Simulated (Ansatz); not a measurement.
# Electron scattering at the Σ3 (112) boundary in fcc Cu, starting shift (0.25, 0.5)

Aim: the relaxed structure and the specific resistance of the Σ3 (112) boundary in fcc Cu, starting shift (0.25, 0.5).

Calculated with Ansatz 0.2.0; Ansatz plane-wave DFT, PBE, PAW files; relaxation of a bicrystal slab with its lowest layers held; PAW set soft_1, in the first sound run; inputs show where later runs differ.

## Step 1: The starting structure

The cell holds 25 atoms: 25 Cu. Cell: a = 2.556 Å, b = 6.261 Å, c = 29.848 Å, α = 90.0°, β = 90.0°, γ = 90.0°. It derives from Cu. built on the (1 1 2) plane; 2 overlapping atoms removed and the grains opened by 0.4 Å. Vacuum lies along c.

## Step 2: Relaxing the bicrystal

The boundary is built by mirroring the lower grain in the boundary plane and removing any atoms that overlap. A thin bicrystal slab is relaxed first, with the lowest layers held and the upper grain free to shift and open.

The input, input.yaml:

```yaml
crystal:
  lattice:
    - [2.5561627297, 0.0, 0.0]
    - [0.0, 6.2612943873, 0.0]
    - [0.0, 0.0, 29.8475155]
  atoms:
    - { symbol: Cu, position: [0.4999999998, 0.6666666667, 0.1675181306] }
    - { symbol: Cu, position: [0.9999999998, 0.3333333333, 0.1922404771] }
    - { symbol: Cu, position: [0.4999999998, 0.0, 0.2169628236] }
    - { symbol: Cu, position: [0.9999999998, 0.6666666667, 0.2416851701] }
    - { symbol: Cu, position: [0.4999999999, 0.3333333333, 0.2664075166] }
    - { symbol: Cu, position: [0.9999999999, 0.0, 0.2911298631] }
    - { symbol: Cu, position: [0.4999999999, 0.6666666667, 0.3158522095] }
    - { symbol: Cu, position: [0.9999999999, 0.3333333333, 0.340574556] }
    - { symbol: Cu, position: [0.4999999999, 0.0, 0.3652969025] }
    - { symbol: Cu, position: [1.0, 0.6666666667, 0.390019249] }
    - { symbol: Cu, position: [0.5, 0.3333333333, 0.4147415955] }
    - { symbol: Cu, position: [0.0, 0.0, 0.439463942] }
    - { symbol: Cu, position: [0.25, 0.1666666667, 0.5023100854] }
    - { symbol: Cu, position: [0.7499999999, 0.5, 0.5270324319] }
    - { symbol: Cu, position: [0.2499999999, 0.8333333333, 0.5517547784] }
    - { symbol: Cu, position: [0.7499999999, 0.1666666667, 0.5764771249] }
    - { symbol: Cu, position: [0.2499999999, 0.5, 0.6011994714] }
    - { symbol: Cu, position: [0.7499999999, 0.8333333333, 0.6259218178] }
    - { symbol: Cu, position: [0.2499999998, 0.1666666667, 0.6506441643] }
    - { symbol: Cu, position: [0.7499999998, 0.5, 0.6753665108] }
    - { symbol: Cu, position: [0.2499999998, 0.8333333333, 0.7000888573] }
    - { symbol: Cu, position: [0.7499999998, 0.1666666667, 0.7248112038] }
    - { symbol: Cu, position: [0.2499999998, 0.5, 0.7495335503] }
    - { symbol: Cu, position: [0.7499999997, 0.8333333333, 0.7742558968] }
    - { symbol: Cu, position: [0.2499999997, 0.1666666667, 0.7989782433] }
kpoints:
  mp_grid: { grid: [9, 4, 1] }
hamiltonian:
  xc: pbe
  pseudopotentials: { kind: paw, azcp: { folder: soft_1 } }
scf:
  occupations: { method: fermi_dirac, width: 0.1 }
relax:
  f_tol: 0.03
  max_steps: 80
  constraints: [{ sites: [0, 1, 2, 3, 4] }]
```

Started as:

```bash
$ ansatz run input.yaml --threads 4 --pin off --max-ram 15360MiB --backend cpu --events-out ev --progress --plain --runs-dir out
```

Numbers of over 12 decimals in the logs are rounded to 6 here.

What it wrote:

```text
Engine: ansatz 0.2.0, aarch64-unknown-linux-gnu
Pseudopotentials: kind: paw
Pseudopotential: Cu, paw, valence charge 19, recommended cutoff 420 eV (normal), soft_1/Cu.paw.azcp
Functional definition: PBE
  parameter kappa = 0.804
  parameter beta = 0.066725
  exchange = pbe_x(kappa = kappa, mu = beta*pi^2/3)
  correlation = pbe_c(beta = beta)
Crystal: 25 atoms, lattice volume = 477.706 Å³
Basis set: ecut = 420 eV, 9423 PW (Γ), exchange–correlation on 36×90×400 points (8 copies of the dense FFT grid, shifted against one another)
Bands: 285, of which v1, the nominal top of the filled ones, is band 238 counted from 1 (237 counted from 0)
Symmetry: 1 space group operations
Space group: P1 (ITA 1), of the structure as read, at distance tolerance 7.8e-5 Å
k-points: 19 of 36 (time reversal used)
Non-local potential: Cu, projectors of the file, l = 0: 3, l = 1: 2, l = 2: 3, l = 3: 1
PAW form: soft (Blöchl's): semilocal exchange-correlation on the pseudo side does not see the compensation charge
PAW one-centre angular grid: Cu, 590 points (default); XC on 64 Gauss nodes
Initial density: superposition of atomic densities (neutral atoms: chi_scale 0, normalization atom)
Initial wavefunctions: pseudopotential atomic-orbital guess
Functional: x = pbe(κ = 0.804, μ = 0.219515), c = pbe(β = 0.066725)
SCF iter   1: F=—  HF=-165645.667436 eV  |F-HF|=—  |Δ(HF+E_count)|=         —  Δρ=2.03e-1  dr2=1.19e2  ethr=3.10e-3  ⟨swp⟩=5.8  Hψ=19585  notcnv=0  defer=250
preconditioner: auto → LDOS  [metal: Δε(μ)=0.001 eV  Ē_g=8.027 eV  σ=0.100 eV  W_gap=0.00  n_scr=150 (ndim 8)  ℏωp=28.2 eV  f_vac=0.339  D(μ)=12.76/eV (n_scr^D=76)  β→1.0]
SCF iter   2: F=—  HF=-165782.228994 eV  |F-HF|=—  |Δ(HF+E_count)|=    1.37e2  Δρ=4.21e-1  dr2=4.71e2  ethr=3.10e-3  ⟨swp⟩=4.0  Hψ=17048  notcnv=0  defer=526  recentre
SCF iter   3: F=—  HF=-165626.244227 eV  |F-HF|=—  |Δ(HF+E_count)|=    1.56e2  Δρ=5.02e-2  dr2=8.11e0  ethr=3.10e-3  ⟨swp⟩=4.0  Hψ=14086  notcnv=0  defer=602
SCF iter   4: F=—  HF=-165625.018849 eV  |F-HF|=—  |Δ(HF+E_count)|=    1.23e0  Δρ=2.07e-2  dr2=1.17e0  ethr=1.71e-3  ⟨swp⟩=2.2  Hψ=9009  notcnv=0  defer=584
SCF iter   5: F=—  HF=-165624.791440 eV  |F-HF|=—  |Δ(HF+E_count)|=   2.27e-1  Δρ=5.53e-3  dr2=1.20e-1  ethr=2.46e-4  ⟨swp⟩=2.0  Hψ=9255  notcnv=0  defer=598
SCF iter   6: F=—  HF=-165624.804483 eV  |F-HF|=—  |Δ(HF+E_count)|=   1.30e-2  Δρ=1.89e-3  dr2=1.63e-2  ethr=2.54e-5  ⟨swp⟩=2.0  Hψ=7341  notcnv=0  defer=598
SCF iter   7: F=—  HF=-165624.807397 eV  |F-HF|=—  |Δ(HF+E_count)|=   2.91e-3  Δρ=7.30e-4  dr2=2.61e-3  ethr=3.43e-6  ⟨swp⟩=2.0  Hψ=7402  notcnv=0  defer=598
SCF iter   8: F=—  HF=-165624.808427 eV  |F-HF|=—  |Δ(HF+E_count)|=   1.03e-3  Δρ=4.35e-4  dr2=1.14e-3  ethr=5.50e-7  ⟨swp⟩=2.1  Hψ=7658  notcnv=0  defer=598
SCF iter   9: F=—  HF=-165624.808393 eV  |F-HF|=—  |Δ(HF+E_count)|=   3.34e-5  Δρ=1.48e-4  dr2=2.01e-4  ethr=2.40e-7  ⟨swp⟩=2.0  Hψ=6625  notcnv=0  defer=598
SCF iter  10: F=-165624.808399 eV  HF=-165624.808392 eV  |F-HF|=7.00e-6  |Δ(HF+E_count)|=   1.35e-6  Δρ=5.54e-5  dr2=1.26e-5  ethr=4.74e-9  ⟨swp⟩=3.0  Hψ=19698  notcnv=0
SCF 1 converged in 10 iterations: F = -165624.808399 eV  dr2 = 1.26e-5
  greatest PAW one-centre occupation: 1.000 electrons in one spin orbital (limit 2), on the Cu atom at site 24 (counted from 0), in its partial waves of l = 0
relax step   1: F+E_penalty+E_count = -165624.80839898 eV  Δ(F+E_penalty+E_count) = +0.000e0 eV  max|allowed force component| = 7.710e-1 eV/Å  Δτ_max = 0.0000 Å  (10 SCF iters, dr2 threshold 2.25e-5 eV, accepted)
Initial density: handed on by an earlier stage of this run
Initial wavefunctions: those handed on with the density
iter 1 solved again at ethr=5.34e-4 eV; its pass at ethr=3.10e-3 eV (dr2=2.54e0 eV) is discarded
SCF iter   1: F=—  HF=-165625.590810 eV  |F-HF|=—  |Δ(HF+E_count)|=         —  Δρ=2.56e-2  dr2=2.51e0  ethr=5.34e-4  ⟨swp⟩=1.5  Hψ=20605  notcnv=0  defer=475
preconditioner: auto → LDOS  [metal: Δε(μ)=0.013 eV  Ē_g=8.805 eV  σ=0.100 eV  W_gap=0.03  n_scr=150 (ndim 8)  ℏωp=28.2 eV  f_vac=0.337  D(μ)=9.29/eV (n_scr^D=46)  β→1.0]
SCF iter   2: F=—  HF=-165625.880034 eV  |F-HF|=—  |Δ(HF+E_count)|=   2.89e-1  Δρ=3.66e-2  dr2=3.81e0  ethr=5.29e-4  ⟨swp⟩=2.7  Hψ=9767  notcnv=0  defer=475
SCF iter   3: F=—  HF=-165625.071593 eV  |F-HF|=—  |Δ(HF+E_count)|=   8.08e-1  Δρ=8.21e-3  dr2=7.30e-1  ethr=5.29e-4  ⟨swp⟩=2.2  Hψ=9938  notcnv=0  defer=593
SCF iter   4: F=—  HF=-165625.033729 eV  |F-HF|=—  |Δ(HF+E_count)|=   3.79e-2  Δρ=2.50e-3  dr2=6.66e-2  ethr=1.54e-4  ⟨swp⟩=2.0  Hψ=6128  notcnv=0  defer=593
SCF iter   5: F=—  HF=-165625.034409 eV  |F-HF|=—  |Δ(HF+E_count)|=   6.80e-4  Δρ=2.48e-3  dr2=1.68e-2  ethr=1.40e-5  ⟨swp⟩=2.1  Hψ=8973  notcnv=0  defer=593
SCF iter   6: F=—  HF=-165625.031060 eV  |F-HF|=—  |Δ(HF+E_count)|=   3.35e-3  Δρ=2.35e-4  dr2=1.41e-3  ethr=3.53e-6  ⟨swp⟩=2.0  Hψ=9506  notcnv=0  defer=593
SCF iter   7: F=—  HF=-165625.031555 eV  |F-HF|=—  |Δ(HF+E_count)|=   4.95e-4  Δρ=5.58e-4  dr2=1.40e-3  ethr=2.97e-7  ⟨swp⟩=2.6  Hψ=9226  notcnv=0  defer=593
SCF iter   8: F=—  HF=-165625.031427 eV  |F-HF|=—  |Δ(HF+E_count)|=   1.28e-4  Δρ=2.27e-4  dr2=2.53e-4  ethr=2.94e-7  ⟨swp⟩=2.0  Hψ=7717  notcnv=0  defer=593
SCF iter   9: F=-165625.031389 eV  HF=-165625.031398 eV  |F-HF|=8.48e-6  |Δ(HF+E_count)|=   2.94e-5  Δρ=4.85e-5  dr2=1.72e-5  ethr=7.82e-9  ⟨swp⟩=3.0  Hψ=19945  notcnv=0
SCF 2 converged in 9 iterations: F = -165625.031389 eV  dr2 = 1.72e-5
  greatest PAW one-centre occupation: 1.000 electrons in one spin orbital (limit 2), on the Cu atom at site 0 (counted from 0), in its partial waves of l = 0
relax step   2: F+E_penalty+E_count = -165625.03138939 eV  Δ(F+E_penalty+E_count) = -2.230e-1 eV  max|allowed force component| = 4.587e-1 eV/Å  Δτ_max = 0.1808 Å  (9 SCF iters, dr2 threshold 3.72e-5 eV, accepted)
iter 1 solved again at ethr=3.24e-4 eV; its pass at ethr=3.10e-3 eV (dr2=1.54e0 eV) is discarded
SCF iter   1: F=—  HF=-165625.735543 eV  |F-HF|=—  |Δ(HF+E_count)|=         —  Δρ=2.32e-2  dr2=1.53e0  ethr=3.24e-4  ⟨swp⟩=1.6  Hψ=20221  notcnv=0  defer=501
preconditioner: auto → LDOS  [metal: Δε(μ)=0.017 eV  Ē_g=8.807 eV  σ=0.100 eV  W_gap=0.04  n_scr=150 (ndim 8)  ℏωp=28.2 eV  f_vac=0.334  D(μ)=9.47/eV (n_scr^D=46)  β→1.0]
SCF iter   2: F=—  HF=-165625.809247 eV  |F-HF|=—  |Δ(HF+E_count)|=   7.37e-2  Δρ=2.98e-2  dr2=2.44e0  ethr=3.23e-4  ⟨swp⟩=2.3  Hψ=9647  notcnv=0  defer=501
SCF iter   3: F=—  HF=-165625.386557 eV  |F-HF|=—  |Δ(HF+E_count)|=   4.23e-1  Δρ=1.47e-2  dr2=7.83e-1  ethr=3.23e-4  ⟨swp⟩=2.0  Hψ=10727  notcnv=0  defer=597
[...]
relax step   5: F+E_penalty+E_count = -165625.54077266 eV  Δ(F+E_penalty+E_count) = -1.418e-1 eV  max|allowed force component| = 2.168e-1 eV/Å  Δτ_max = 0.1945 Å  (10 SCF iters, dr2 threshold 1.53e-5 eV, accepted)
relax step   6: F+E_penalty+E_count = -165625.65976406 eV  Δ(F+E_penalty+E_count) = -1.190e-1 eV  max|allowed force component| = 1.857e-1 eV/Å  Δτ_max = 0.1967 Å  (9 SCF iters, dr2 threshold 3.68e-5 eV, accepted)
relax step   7: F+E_penalty+E_count = -165625.80849644 eV  Δ(F+E_penalty+E_count) = -1.487e-1 eV  max|allowed force component| = 1.306e-1 eV/Å  Δτ_max = 0.2000 Å  (9 SCF iters, dr2 threshold 2.53e-5 eV, accepted)
relax step   8: F+E_penalty+E_count = -165625.90348737 eV  Δ(F+E_penalty+E_count) = -9.499e-2 eV  max|allowed force component| = 1.710e-1 eV/Å  Δτ_max = 0.1940 Å  (10 SCF iters, dr2 threshold 8.43e-6 eV, accepted)
relax step   9: F+E_penalty+E_count = -165625.97419588 eV  Δ(F+E_penalty+E_count) = -7.071e-2 eV  max|allowed force component| = 5.110e-2 eV/Å  Δτ_max = 0.2000 Å  (10 SCF iters, dr2 threshold 1.45e-5 eV, accepted)
relax step  10: F+E_penalty+E_count = -165626.00839523 eV  Δ(F+E_penalty+E_count) = -3.420e-2 eV  max|allowed force component| = 7.930e-2 eV/Å  Δτ_max = 0.1907 Å  (13 SCF iters, accepted)
relax step  11: F+E_penalty+E_count = -165626.02480819 eV  Δ(F+E_penalty+E_count) = -1.641e-2 eV  max|allowed force component| = 1.269e-1 eV/Å  Δτ_max = 0.1957 Å  (13 SCF iters, accepted)
relax step  12: F+E_penalty+E_count = -165626.03868074 eV  Δ(F+E_penalty+E_count) = -1.387e-2 eV  max|allowed force component| = 7.926e-2 eV/Å  Δτ_max = 0.1929 Å  (9 SCF iters, dr2 threshold 1.61e-5 eV, accepted)
relax step  13: F+E_penalty+E_count = -165626.04090448 eV  Δ(F+E_penalty+E_count) = -2.224e-3 eV  max|allowed force component| = 3.830e-2 eV/Å  Δτ_max = 0.0376 Å  (7 SCF iters, dr2 threshold 2.45e-6 eV, accepted)
SCF iter   1: F=—  HF=-165626.044778 eV  |F-HF|=—  |Δ(HF+E_count)|=         —  Δρ=1.47e-3  dr2=5.19e-3  ethr=1.20e-5  ⟨swp⟩=3.6  Hψ=10349  notcnv=0  defer=589
preconditioner: auto → LDOS  [metal: Δε(μ)=0.007 eV  Ē_g=9.003 eV  σ=0.100 eV  W_gap=0.02  n_scr=150 (ndim 8)  ℏωp=28.2 eV  f_vac=0.354  D(μ)=8.77/eV (n_scr^D=46)  β→1.0]
SCF iter   2: F=—  HF=-165626.042809 eV  |F-HF|=—  |Δ(HF+E_count)|=   1.97e-3  Δρ=6.78e-4  dr2=1.74e-3  ethr=1.09e-6  ⟨swp⟩=2.1  Hψ=10269  notcnv=0  defer=589
SCF iter   3: F=—  HF=-165626.042776 eV  |F-HF|=—  |Δ(HF+E_count)|=   3.35e-5  Δρ=8.94e-4  dr2=2.33e-3  ethr=3.66e-7  ⟨swp⟩=2.7  Hψ=9473  notcnv=0  defer=589
SCF iter   4: F=—  HF=-165626.042394 eV  |F-HF|=—  |Δ(HF+E_count)|=   3.82e-4  Δρ=2.15e-4  dr2=1.59e-4  ethr=3.66e-7  ⟨swp⟩=2.0  Hψ=8909  notcnv=0  defer=589
SCF iter   5: F=—  HF=-165626.042335 eV  |F-HF|=—  |Δ(HF+E_count)|=   5.91e-5  Δρ=1.27e-4  dr2=4.80e-5  ethr=3.35e-8  ⟨swp⟩=2.0  Hψ=8948  notcnv=0  defer=589
SCF iter   6: F=—  HF=-165626.042055 eV  |F-HF|=—  |Δ(HF+E_count)|=   2.80e-4  Δρ=2.78e-5  dr2=2.51e-6  ethr=1.01e-8  ⟨swp⟩=2.0  Hψ=8352  notcnv=0  defer=589
SCF iter   7: F=—  HF=-165626.042055 eV  |F-HF|=—  |Δ(HF+E_count)|=   7.55e-8  Δρ=7.42e-6  dr2=1.80e-7  ethr=5.28e-10  ⟨swp⟩=2.8  Hψ=9866  notcnv=0  defer=589
SCF iter   8: F=-165626.042055 eV  HF=-165626.042055 eV  |F-HF|=5.56e-8  |Δ(HF+E_count)|=   9.30e-8  Δρ=4.79e-6  dr2=7.36e-8  ethr=2.11e-11  ⟨swp⟩=4.0  Hψ=17040  notcnv=0
SCF 14 converged in 8 iterations: F = -165626.042055 eV  dr2 = 7.36e-8
relax step  14: F+E_penalty+E_count = -165626.04205492 eV  Δ(F+E_penalty+E_count) = -1.150e-3 eV  max|allowed force component| = 9.352e-3 eV/Å  Δτ_max = 0.0151 Å  (8 SCF iters, accepted)
SCF converged after 8 iterations
Free energy (F): -165626.042055 eV
Harris-Foulkes:  -165626.042055 eV  (|F-HF|=5.56e-8)
Internal energy: -165625.762369 eV  (E = F + TS)
E sigma→0 (E₀):  -165625.902212 eV
Entropy (-TS):   -0.279686 eV (-11.187 meV/atom)
Fermi energy:    8.418697 eV
--- Per-component energies (eV) ---
  E_band       = -12902.251846
  E_kinetic    = 6537.332543
  E_local      = -997340.893503  (includes V_loc(G=0)·N_el)
  E_nonlocal   = 22273.445227
  E_hartree    = 488208.737747
  E_xc         = -1715.538227
  E_vxc        = -2214.388876  (∫ρ·V_xc dr)
  E_paw        = -45396.333728  (= ΣΔE_a)
  E_vpaw       = -18575.226280  (= ΣTr[D̂ρ^β])
  E_aug_tail   = 0.024398  (compensation charges beyond the density's cutoff)
  E_ewald      = 361807.463174
  E_smearing   = -0.279686  (= −TS)
  E_closure    = -0.000000  (closes the sum)
  Σ components = -165626.042055   (vs F -165626.042055, Δ=0.00e0)
--- Forces (eV/Å), atoms counted from 1 ---
  atom   1  Cu    -0.00000788    -0.10319853     0.43246080
  atom   2  Cu    -0.00000765     0.04187156    -0.03941580
  atom   3  Cu     0.00071825     0.06194318    -0.30600121
  atom   4  Cu     0.00256882     0.07533680    -0.07529739
  atom   5  Cu     0.00411216    -0.05434351    -0.01402130
  atom   6  Cu    -0.00054871    -0.00016740    -0.00471515
  atom   7  Cu    -0.00165190    -0.00474734     0.00102996
  atom   8  Cu     0.00169260     0.00441475    -0.00096361
  atom   9  Cu     0.00396141     0.00001858    -0.00132982
  atom  10  Cu    -0.00193816    -0.00101732     0.00560772
  atom  11  Cu    -0.00279705     0.00121720     0.00002713
  atom  12  Cu    -0.00303527    -0.00405703    -0.00935238
  atom  13  Cu     0.00098512    -0.00693734     0.00410402
  atom  14  Cu    -0.00086205     0.00130053     0.00650922
  atom  15  Cu     0.00071668    -0.00497467     0.00290984
  atom  16  Cu    -0.00160744    -0.00117093    -0.00906517
  atom  17  Cu    -0.00041685    -0.00170660     0.00306123
  atom  18  Cu     0.00017035     0.00324718     0.00143838
  atom  19  Cu    -0.00007592    -0.00192657     0.00023046
  atom  20  Cu    -0.00000812    -0.00144720    -0.00048509
  atom  21  Cu    -0.00076171     0.00121509     0.00129814
  atom  22  Cu    -0.00092420    -0.00271295     0.00095908
  atom  23  Cu    -0.00019941    -0.00081687    -0.00094852
  atom  24  Cu    -0.00007202    -0.00004872     0.00084129
  atom  25  Cu     0.00003522    -0.00118985     0.00089814
  max |Σ_I F_I| component: 2.20e-4 eV/Å
--- Relaxed structure (14 steps of the walk, 14 accepted, 0 SCFs on fresh bases) ---
  F+E_penalty+E_count = -165626.04205492 eV   max|allowed force component| = 9.352e-3 eV/Å
  atoms:
    - { symbol: Cu, position: [0.500000, 0.666667, 0.1675181306] }
    - { symbol: Cu, position: [0.9999999998, 0.3333333333, 0.1922404771] }
    - { symbol: Cu, position: [0.500000, 0.0, 0.2169628236] }
    - { symbol: Cu, position: [0.9999999998, 0.666667, 0.2416851701] }
    - { symbol: Cu, position: [0.4999999999, 0.3333333333, 0.2664075166] }
    - { symbol: Cu, position: [1.000339, -0.00228695, 0.290783] }
    - { symbol: Cu, position: [0.501630, 0.664732, 0.317831] }
    - { symbol: Cu, position: [1.001539, 0.333599, 0.340215] }
    - { symbol: Cu, position: [0.499778, -0.00220355, 0.364118] }
    - { symbol: Cu, position: [1.004039, 0.672140, 0.396493] }
    - { symbol: Cu, position: [0.504457, 0.328020, 0.412387] }
    - { symbol: Cu, position: [-0.492531, -0.054497, 0.445510] }
    - { symbol: Cu, position: [0.00627013, 0.247063, 0.481591] }
    - { symbol: Cu, position: [0.506685, 0.587009, 0.480137] }
    - { symbol: Cu, position: [0.00701943, 0.882277, 0.519395] }
    - { symbol: Cu, position: [0.507030, 0.198678, 0.551067] }
    - { symbol: Cu, position: [0.00719693, 0.535871, 0.561804] }
    - { symbol: Cu, position: [0.507270, 0.855048, 0.594238] }
    - { symbol: Cu, position: [0.00732389, 0.189193, 0.621784] }
    - { symbol: Cu, position: [0.507443, 0.523921, 0.640964] }
    - { symbol: Cu, position: [0.00759273, 0.853770, 0.669012] }
    - { symbol: Cu, position: [0.507624, 0.197091, 0.694148] }
    - { symbol: Cu, position: [0.00762489, 0.528776, 0.719181] }
    - { symbol: Cu, position: [0.507622, 0.857996, 0.743202] }
    - { symbol: Cu, position: [0.00761722, 0.188346, 0.764845] }
```

Elapsed: 31 min, on 4 threads of Arm Neoverse V1, shared host; peak memory 3.7 GiB; 2 h of CPU time.

Relaxation path:

```
step  energy less that of the first step (eV)  largest force component (eV/Å)
   1                                   0.0000                          0.7710
   2                                  -0.2230                          0.4587
   3                                  -0.4529                          0.2315
   4                                  -0.5906                          0.2451
   5                                  -0.7324                          0.2168
   6                                  -0.8514                          0.1857
   7                                  -1.0001                          0.1306
   8                                  -1.0951                          0.1710
   9                                  -1.1658                          0.0511
  10                                  -1.2000                          0.0793
  11                                  -1.2164                          0.1269
  12                                  -1.2303                          0.0793
  13                                  -1.2325                          0.0383
  14                                  -1.2337                          0.0094
```

The atoms that moved most (Å):

```
atom      dx      dy      dz  length
Cu14  -0.622   0.545  -1.400   1.626
Cu17  -0.621   0.225  -1.176   1.348
Cu12  -1.259  -0.341   0.180   1.317
Cu20  -0.620   0.150  -1.027   1.209
Cu25  -0.620   0.136  -1.019   1.200
Cu15  -0.621   0.306  -0.966   1.189
Cu18  -0.620   0.136  -0.946   1.139
Cu24  -0.620   0.154  -0.927   1.126
```

Numbers from this step:

| Item | Value |
| --- | --- |
| free energy | -165626.0421 eV |
| energy at zero smearing | -165625.9022 eV |
| Fermi energy | 8.419 eV |

The largest force component on a free atom ends at 0.0094 eV/Å, under the tolerance of 0.03, after 14 steps.

[end of part 1 of 3]

[Logs are printed without paths, hosts, clocks, repeated set-up lines and the standing remarks that a program may print on its own settings, such as how far it seeks lower states.]

[Hosts, paths, dates, database ids (printed as entryN), source tags and the programs' standing remarks are cut or masked in the printed files.]
